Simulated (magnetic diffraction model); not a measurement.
## HoBi2O4F: what an assumed order does to the neutron pattern

Space group P4/mmm (no. 123), a = 3.6660 Å, c = 8.6390 Å.

| site | atom | x | y | z |
| --- | --- | --- | --- | --- |
| 2h | Bi | 1/2 | 1/2 | 0.2578 |
| 1a | Ho | 0 | 0 | 0 |
| 1b | F | 0 | 0 | 1/2 |
| 4i | O | 0 | 1/2 | 0.1452 |

This is a made-up structure (elements placed in a structure type, unrelaxed), so the numbers test the method and describe no known phase.

Only Ho is taken to order (form factors of Ho3+); orders and moment sizes are assumed, and not adapted to the symmetry. Radiation: neutrons of λ = 1.909 Å, 5° to 80°; isotropic B of 0.19 Å² (Bi), 0.15 Å² (Ho), 0.39 Å² (F) and 0.36 Å² (O). Simulated constant-wavelength pattern: nuclear and magnetic terms add, the magnetic one as |2.695 fm × Σ f S⊥ exp(2πi Q·r) exp(−B s²)|², summed over all Q at one angle with the factor 1/(sin²θ cos θ). For collinear order S is the moment m, which repeats by lattice and centring translations R with the sign exp(−2πi k·R). Free-ion form factors, Sears's scattering lengths of 1992, no absorption; a label names one of the reflections at its angle. The strongest nuclear line in the range is 100, and lines under 0.2 are left out.

Assume the order k = (0 0 0), collinear moments along [001], 4.75 μB on Ho.

Q: Where does magnetic intensity appear, and how strong is it?

```csv
2θ (°),index,nuclear,magnetic
12.69,(0 0 1),56.3,0.0
25.53,(0 0 2),4.8,0.0
30.18,(1 0 0),1.0,11.8
32.86,(1 0 1),1.5,16.7
38.72,(0 0 3),7.0,0.0
39.94,(1 0 2),93.6,7.4
43.21,(1 1 0),2.5,5.3
45.22,(1 1 1),12.5,8.8
49.86,(1 0 3),0.0,2.9
50.86,(1 1 2),0.4,5.3
52.46,(0 0 4),1.6,0.0
59.40,(1 1 3),34.4,2.8
61.72,(1 0 4),0.5,1.2
62.76,(2 0 0),66.8,2.2
64.33,(2 0 1),11.0,3.9
67.07,(0 0 5),0.3,0.0
68.90,(2 0 2),3.4,2.9
70.23,(1 1 4),100.0,1.4
71.21,(2 1 0),0.5,3.2
72.68,(2 1 1),0.8,5.9
75.28,(1 0 5),1.6,0.5
76.23,(2 0 3),9.0,1.9
77.03,(2 1 2),65.5,4.6
```

The strongest magnetic line in the range is (1 0 1) at 32.86° (16.7). On top of the Lorentz factor, which all lines share, magnetic lines fade with angle because f falls: for Ho3+ it is 0.96, 0.85, 0.71 and 0.44 at sin θ/λ = 0.1, 0.2, 0.3 and 0.5 Å⁻¹, while nuclear lengths stay constant. The net moment is 4.75 μB a primitive cell.

[Logs are printed without paths, hosts, clocks, repeated set-up lines and the standing remarks that a program may print on its own settings, such as how far it seeks lower states.]
